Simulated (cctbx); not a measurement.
# Which space group?

Cell: a = 18.0180 Å, b = 18.0180 Å, c = 3.0310 Å, α = 90.00°, β = 90.00°, γ = 90.00°. Expected content of the cell: Ru36 Co4 Ti18 N16.

Simulated single-crystal data (cctbx): Cu Kα, λ = 1.54184 Å, to d = 0.8 Å, 95 % of the full sphere, strongest reflection 70000 counts, noise from counting, a 3 % proportional error and a noise floor of 8 counts (s.d.); no absorption.

A first pass over the reflections prints:

```text
7638 reflections to d = 0.801 A
centring   violations  <I/sigma> of those
    A       2749 of  3802     12.6
    B       2728 of  3789     12.6
    C       2679 of  3827     12.3
    I       2832 of  3842     12.6
    R       3686 of  5089     12.4
    F       4078 of  5709     12.5
Laue class    unique    Rint  (classes that these axes allow; Friedel mates merged)
P -1             4016   0.025
P 1 2/m 1        2089   0.030
P 1 1 2/m        2410   0.029
P 2/m 1 1        2088   0.030
P m m m          1283   0.032
P 4/m            1208   0.032
P 4/m m m         669   0.034
space group    extra absences  I>4sigma  <I/sigma>
P 4 2 2                 0          0         -  acentric
P 4 21 2               43          0       0.1  acentric
P 4 m m                 0          0         -  acentric
P 4 b m               264          1      -0.0  acentric
P -4 2 m                0          0         -  acentric
P -4 21 m              43          0       0.1  acentric
P -4 m 2                0          0         -  acentric
P -4 b 2              264          1      -0.0  acentric
P 4/m m m               0          0         -  centric
P 4/m b m             264          1      -0.0  centric
Wilson B = 0.36 A^2   <|E^2-1|> = 1.034 (0.968 centric, 0.736 acentric)   E^2>4: 4.1 %
shell (A)         n   <I/sigma>
18.02 - 1.60    104     38.0
 1.60 - 1.27     93     35.6
 1.27 - 1.11     80     42.7
 1.11 - 1.01     69     40.2
 1.01 - 0.94     95     33.9
 0.94 - 0.88     77     45.5
 0.88 - 0.84     78     33.9
 0.84 - 0.80     73     41.3
```

Q: Read the symmetry from these tables.

Every centring test has many violations, so the lattice is primitive.

Rint stays low (0.025 to 0.034) up to P 4/m m m, the highest class in these axes.

10 settings pass the absence test. The most absences obeyed, 264, belong to P 4 b m, P -4 b 2 and P 4/m b m, which absences can't tell apart.

⟨|E²−1|⟩ = 1.034 leans to a centrosymmetric structure. The Wilson B of 0.36 Å² means U ≈ 0.0046 Å².

The true group is P4/mbm (no. 127), Laue class 4/mmm, centrosymmetric. The tables only narrow the choice to the tied entries; cell content, site symmetry and trial solutions must settle it.

The model was made for the exercise: a known structure type with other elements put in, its volume estimated, not relaxed; displacement parameters are assumed.

[Logs are printed without paths, hosts, clocks, repeated set-up lines and the standing remarks that a program may print on its own settings, such as how far it seeks lower states.]
